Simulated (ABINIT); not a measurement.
An input for ABINIT 10.8.3 (Al3GaN4 (P-43m)):

```
acell 3*1.0 Angstrom
rprim 
  4.401438530000 0.000000000000 0.000000000000
  0.000000000000 4.401438530000 0.000000000000
  0.000000000000 0.000000000000 4.401438530000
ntypat 3
znucl 13 31 7
natom 8
typat 1 1 1 2 3 3 3 3
xred 
  0.500000000000 0.500000000000 0.000000000000
  0.500000000000 0.000000000000 0.500000000000
  0.000000000000 0.500000000000 0.500000000000
  0.000000000000 0.000000000000 0.000000000000
  0.744163430000 0.744163430000 0.255836570000
  0.744163430000 0.255836570000 0.744163430000
  0.255836570000 0.744163430000 0.744163430000
  0.255836570000 0.255836570000 0.255836570000
pp_dirpath "pseudos"
pseudos "Al.upf, Ga.upf, N.upf"
ecut 36
ngkpt 2 2 2
nshiftk 1
shiftk 0 0 0
kptopt 1
chksymbreak 0
istwfk *1
occopt 1
irdwfk 1
optdriver 3
nband 186
ecuteps 4
inclvkb 2
awtr 1
symchi 1
gwcalctyp 1
nfreqre 0
nfreqim 8
gwrpacorr 1
indata_prefix "in"
outdata_prefix "out"
tmpdata_prefix "tmp"
```

```sh
OMP_NUM_THREADS=1 mpirun -n 4 abinit run.abi > log
```

Question: How long will it take on 4 MPI ranks of AMD EPYC 7571, shared host, and how much memory?

It took 1.9 min; on shared hardware allow 58 s to 3.9 min. Peak host memory was 1.0 GiB.

[Paths, hosts, dates, memory and timing lines, banners, echoed tables and standing remarks are left out of the program output.]

[Logs are printed without paths, hosts, clocks, repeated set-up lines and the standing remarks that a program may print on its own settings, such as how far it seeks lower states.]

[Runs of the session that timed out or met a known fault of the program may be left out.]

[Hosts, paths, dates, database ids (printed as entryN), source tags and the programs' standing remarks are cut or masked in the printed files.]

[G0W0 gaps are taken among the corrected bands and points alone; a level outside them can change the order at an edge.]

[Where Ansatz stands beside ABINIT at settings called matched, ABINIT's density can come from a denser mesh and the files from another edition; pairs whose starting gaps differed by over 0.03 eV were left out, so agreement reads better than it is.]
